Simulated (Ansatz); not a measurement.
# Tc of Ti (P6_3/mmc) from its phonons

Aim: the phonon-mediated transition temperature of Ti (P6_3/mmc) at ambient pressure, over a range of μ*. The cell shown first is a relaxed one, from steps not shown here.

Method: DFT PBE, scalar-relativistic, plane waves, PseudoDojo norm-conserving pseudopotentials, in the first sound run; inputs show where later runs differ, in Ansatz 0.2.0.

Report form: the programs' logs are mostly left out.

### 1. The cell after earlier relaxation steps

It takes space group P6_3/mmc (No. 194, hexagonal). The conventional cell has a = 2.938 Å, b = 2.938 Å, c = 4.654 Å, α = 90.00°, β = 90.00°, γ = 120.00°. Nearest to Ti lie 12 Ti at 2.88 to 2.94 Å.

### 2. Electron–phonon run: PseudoDojo files

The run that gives the couplings also evaluates McMillan's and Allen and Dynes's formulas and, where asked, the Eliashberg equations, over a range of μ*.

File input.yaml:

```yaml
crystal:
  lattice:
    - [2.9383772724, 0.0, 0.0]
    - [-1.4691886362, 2.5447093638, 0.0]
    - [0.0, 0.0, 4.6539813725]
  atoms:
    - { symbol: Ti, position: [0.3333333333, 0.6666666667, 0.25] }
    - { symbol: Ti, position: [0.6666666667, 0.3333333333, 0.75] }
kpoints:
  mp_grid: { grid: [12, 12, 9] }
hamiltonian:
  xc: pbe
  pseudopotentials: { kind: nc, accuracy: standard }
scf:
  occupations: { method: methfessel_paxton, width: 0.2 }
output:
  eigenvalues: true
phonons:
  method: dfpt
  qmesh: [6, 6, 3]
  temperatures: { t_max: 1000, t_step: 50 }
  qpath:
    path:
      - [[0.0, 0.0, 0.0], [0.5, 0.0, 0.0], [0.33333333, 0.33333333, 0.0], [0.0, 0.0, 0.0], [0.0, 0.0, 0.5], [0.5, 0.0, 0.5], [0.33333333, 0.33333333, 0.5], [0.0, 0.0, 0.5]]
      - [[0.5, 0.0, 0.5], [0.5, 0.0, 0.0]]
    npoints: 6
  electrical_resistivity:
    mesh: [24, 24, 12]
    temperatures: [20.0, 50.0, 80.0, 100.0, 150.0, 200.0, 273.0, 300.0, 400.0, 500.0, 600.0, 800.0]
  superconductivity: { mesh: [24, 24, 12], eliashberg_equations: false }
```

Started as:

```sh
$ ansatz run input.yaml --threads 16 --pin off --max-ram 92160MiB --backend cuda --events-out ev --progress --plain --runs-dir out --max-vram 78GiB
```

Wall time 2.2 min (1 × NVIDIA GB200 with 16 threads of Arm Neoverse V2, shared host); peak memory 8.4 GiB; 18 min of CPU time.

This step gave:

```
volume per atom                                                                : 17.40 Å³/atom
metallic on mesh                                                               : yes
gap on the k-mesh                                                              : 0 eV
zero-point energy                                                              : 0.06738 eV/cell
share of imaginary modes in the plain interpolation between solved wavevectors : 0
highest frequency, solved or plainly interpolated                              : 282.3 cm⁻¹
Debye temperature (second moment)                                              : 352 K
resistivity at 300 K                                                           : 47.58 μΩ cm, mean of the axes
coupling constant λ                                                            : 0.546
density of states at the Fermi level                                           : 0.8982 states/eV a spin and cell
log mean phonon energy ħω_log                                                  : 16.36 meV
transport coupling constant λ_tr                                               : 0.593, 0.593, 0.6388 (xx, yy, zz)
Drude plasma energy                                                            : 3.796, 3.796, 3.836 eV (xx, yy, zz)
resistivity times mean free path                                               : 12.51, 12.51, 10.37 × 10⁻¹⁶ Ω m² (xx, yy, zz)
second-moment phonon energy ħω₂                                                : 19.71 meV
coupling λ by branch                                                           : 0.185, 0.121, 0.0562, 0.0671, 0.059, 0.0575 (branches by rank of frequency)
```

Transition temperatures:

| μ* | McMillan Tc (K) | Allen–Dynes Tc (K) |
| --- | --- | --- |
| 0.08 | 4.06 | 4.17 |
| 0.1 | 3.2 | 3.28 |
| 0.12 | 2.44 | 2.5 |
| 0.13 | 2.1 | 2.15 |
| 0.14 | 1.79 | 1.83 |
| 0.16 | 1.24 | 1.27 |
| 0.2 | 0.49 | 0.498 |

### 3. Resistivity: finite displacements

Finite displacements in a supercell are the other road to force constants and couplings; here with the base functional.

This step: DFT PBE, scalar-relativistic, plane waves, PAW; PAW set soft_1 (Ansatz 0.2.0).

input.yaml, as its differences from that of step 2:

```diff
@@ -2,5 +2,5 @@
   lattice:
-    - [2.9383772724, 0.0, 0.0]
-    - [-1.4691886362, 2.5447093638, 0.0]
-    - [0.0, 0.0, 4.6539813725]
+    - [2.9375799371, 0.0, 0.0]
+    - [-1.4687899685, 2.5440188512, 0.0]
+    - [0.0, 0.0, 4.6525729284]
   atoms:
@@ -12,3 +12,3 @@
   xc: pbe
-  pseudopotentials: { kind: nc, accuracy: standard }
+  pseudopotentials: { kind: paw, azcp: { folder: soft_1 } }
 scf:
@@ -18,4 +18,4 @@
 phonons:
-  method: dfpt
-  qmesh: [6, 6, 3]
+  method: fd
+  supercell: [6, 6, 3]
   temperatures: { t_max: 1000, t_step: 50 }
```

Run time: 2.2 min. Hardware: 1 × NVIDIA GB200 with 16 threads; peak memory 11 GiB; 15 min of CPU time.

This step gave:

| Quantity | Value |
| --- | --- |
| volume per atom | 17.38 Å³/atom |
| zero-point energy | 0.06723 eV/cell |
| highest frequency, solved or plainly interpolated | 281.9 cm⁻¹ |
| Debye temperature (second moment) | 351 K |
| resistivity at 300 K | 47.96 μΩ cm, mean of the axes |
| coupling constant λ | 0.5509 |
| density of states at the Fermi level | 0.899 states/eV a spin and cell |
| log mean phonon energy ħω_log | 16.28 meV |
| transport coupling constant λ_tr | 0.5991, 0.5991, 0.6461 (xx, yy, zz) |
| Drude plasma energy | 3.797, 3.797, 3.84 eV (xx, yy, zz) |
| resistivity times mean free path | 12.51, 12.51, 10.34 × 10⁻¹⁶ Ω m² (xx, yy, zz) |
| second-moment phonon energy ħω₂ | 19.64 meV |
| coupling λ by branch | 0.187, 0.122, 0.0564, 0.0677, 0.0593, 0.0581 (branches by rank of frequency) |

Transition temperatures:

| μ* | McMillan Tc (K) | Allen–Dynes Tc (K) |
| --- | --- | --- |
| 0.08 | 4.15 | 4.27 |
| 0.1 | 3.28 | 3.37 |
| 0.12 | 2.52 | 2.58 |
| 0.13 | 2.17 | 2.22 |
| 0.14 | 1.85 | 1.89 |
| 0.16 | 1.3 | 1.33 |
| 0.2 | 0.523 | 0.532 |

### 4. Resistivity: r2SCAN at its own relaxed cell

The functional sets the lattice constant, the bands and the force constants.

This step: DFT r2SCAN, scalar-relativistic, plane waves, PAW; PAW set soft_1 (Ansatz 0.2.0).

input.yaml, as its differences from that of step 3:

```diff
@@ -2,5 +2,5 @@
   lattice:
-    - [2.9375799371, 0.0, 0.0]
-    - [-1.4687899685, 2.5440188512, 0.0]
-    - [0.0, 0.0, 4.6525729284]
+    - [2.9343109893, 0.0, 0.0]
+    - [-1.4671554946, 2.5411878593, 0.0]
+    - [0.0, 0.0, 4.6439716217]
   atoms:
@@ -11,3 +11,3 @@
 hamiltonian:
-  xc: pbe
+  xc: r2scan
   pseudopotentials: { kind: paw, azcp: { folder: soft_1 } }
@@ -18,4 +18,4 @@
 phonons:
-  method: fd
-  supercell: [6, 6, 3]
+  method: dfpt
+  qmesh: [6, 6, 3]
   temperatures: { t_max: 1000, t_step: 50 }
```

Elapsed: 5.7 min, on 1 × NVIDIA GB200 with 16 threads; peak memory 7.5 GiB.

Numbers from this step:

| Quantity | Value |
| --- | --- |
| volume per atom | 17.31 Å³/atom |
| zero-point energy | 0.07097 eV/cell |
| highest frequency, solved or plainly interpolated | 296.1 cm⁻¹ |
| Debye temperature (second moment) | 371 K |
| resistivity at 300 K | 49.16 μΩ cm, mean of the axes |
| coupling constant λ | 0.6105 |
| density of states at the Fermi level | 0.7777 states/eV a spin and cell |
| log mean phonon energy ħω_log | 13.5 meV |
| transport coupling constant λ_tr | 0.6758, 0.6758, 0.7742 (xx, yy, zz) |
| Drude plasma energy | 3.859, 3.859, 4.009 eV (xx, yy, zz) |
| resistivity times mean free path | 12.88, 12.88, 10.54 × 10⁻¹⁶ Ω m² (xx, yy, zz) |
| second-moment phonon energy ħω₂ | 19.32 meV |
| coupling λ by branch | 0.224, 0.153, 0.0568, 0.0717, 0.0538, 0.0512 (branches by rank of frequency) |

Transition temperatures:

| μ* | McMillan Tc (K) | Allen–Dynes Tc (K) |
| --- | --- | --- |
| 0.08 | 4.59 | 4.76 |
| 0.1 | 3.77 | 3.9 |
| 0.12 | 3.03 | 3.12 |
| 0.13 | 2.69 | 2.77 |
| 0.14 | 2.36 | 2.43 |
| 0.16 | 1.78 | 1.83 |
| 0.2 | 0.877 | 0.896 |

The Eliashberg function α²F has structure finer than the step of the table below, so its rows give means over 1 meV, whole bins alone (the curve runs from 0.144 to 36.7 meV). Peaks (meV: height): α²F 14.5: 0.358, 21.2: 0.247, 24.0: 0.317, 30.9: 0.414; α²F tr 14.0: 0.421, 21.2: 0.242, 24.0: 0.297, 29.2: 0.264, 30.9: 0.387, 34.1: 0.225.

Table of Eliashberg function α²F by phonon energy; means over each step:

| phonon energy (meV) | α²F | α²F tr |
| --- | --- | --- |
| 1 | 4.5e-5 | 1.0e-5 |
| 2 | 0.00388 | 0.00469 |
| 3 | 0.0238 | 0.0297 |
| 4 | 0.0447 | 0.0568 |
| 5 | 0.0555 | 0.0719 |
| 6 | 0.0587 | 0.0781 |
| 7 | 0.0613 | 0.0839 |
| 8 | 0.0670 | 0.0932 |
| 9 | 0.0745 | 0.105 |
| 10 | 0.0832 | 0.117 |
| 11 | 0.0984 | 0.137 |
| 12 | 0.120 | 0.163 |
| 13 | 0.174 | 0.235 |
| 14 | 0.304 | 0.396 |
| 15 | 0.292 | 0.323 |
| 16 | 0.193 | 0.212 |
| 17 | 0.155 | 0.169 |
| 18 | 0.143 | 0.147 |
| 19 | 0.139 | 0.131 |
| 20 | 0.131 | 0.120 |
| 21 | 0.188 | 0.183 |
| 22 | 0.207 | 0.215 |
| 23 | 0.184 | 0.194 |
| 24 | 0.271 | 0.260 |
| 25 | 0.242 | 0.213 |
| 26 | 0.218 | 0.195 |
| 27 | 0.195 | 0.193 |
| 28 | 0.197 | 0.212 |
| 29 | 0.223 | 0.249 |
| 30 | 0.192 | 0.226 |
| 31 | 0.325 | 0.320 |
| 32 | 0.206 | 0.228 |
| 33 | 0.170 | 0.187 |
| 34 | 0.152 | 0.178 |
| 35 | 0.0690 | 0.0770 |
| 36 | 0.0249 | 0.0220 |

### 5. Outcome

| Item | Value |
| --- | --- |
| meshes | q 6×6×3, k 12×12×9, scattering 24×24×12 |
| coupling constant λ | 0.611 |
| log mean phonon energy ħω_log | 13.5 meV |
| Allen–Dynes Tc at μ* = 0.1 | 3.9 K |
| Allen–Dynes Tc at μ* = 0.13 | 2.77 K |

In words: In the last run (r2SCAN, q 6×6×3, k 12×12×9, scattering 24×24×12), with λ = 0.61 and ħω_log = 13.5 meV, Tc at μ* = 0.13 is 2.7 K by McMillan's formula and 2.8 K by Allen and Dynes's. Measured: transition temperature: 0.39 K (bulk, normal pressure; compiled value; quoted in “List of superconductors”, 2026, Wikipedia's table of superconducting elements, as read in December). At μ* = 0.13 the calculation gives 2.8 K, far above it. These runs do not show the cause; candidates are the relaxed cell, a larger μ*, spin fluctuations and the meshes. Raising μ* from 0.10 to 0.16 lowers the Allen–Dynes value from 3.9 to 1.8 K. By the run's own test λ is not converged in the fine mesh: it moves by 15 % between the two finest. The run's transport test calls it not converged in the mesh; ρ(300 K) moves by 17 % in the component that moves most. Over the runs, λ takes the values 0.546, 0.551 and 0.611, in the order shown. μ* is a typed number, phonons are harmonic, and spin fluctuations are left out; at μ* = 0.13 McMillan's formula turns 1 % in λ into about 3.6 % in Tc.

[Logs are printed without paths, hosts, clocks, repeated set-up lines and the standing remarks that a program may print on its own settings, such as how far it seeks lower states.]

[Hosts, paths, dates, database ids (printed as entryN), source tags and the programs' standing remarks are cut or masked in the printed files.]
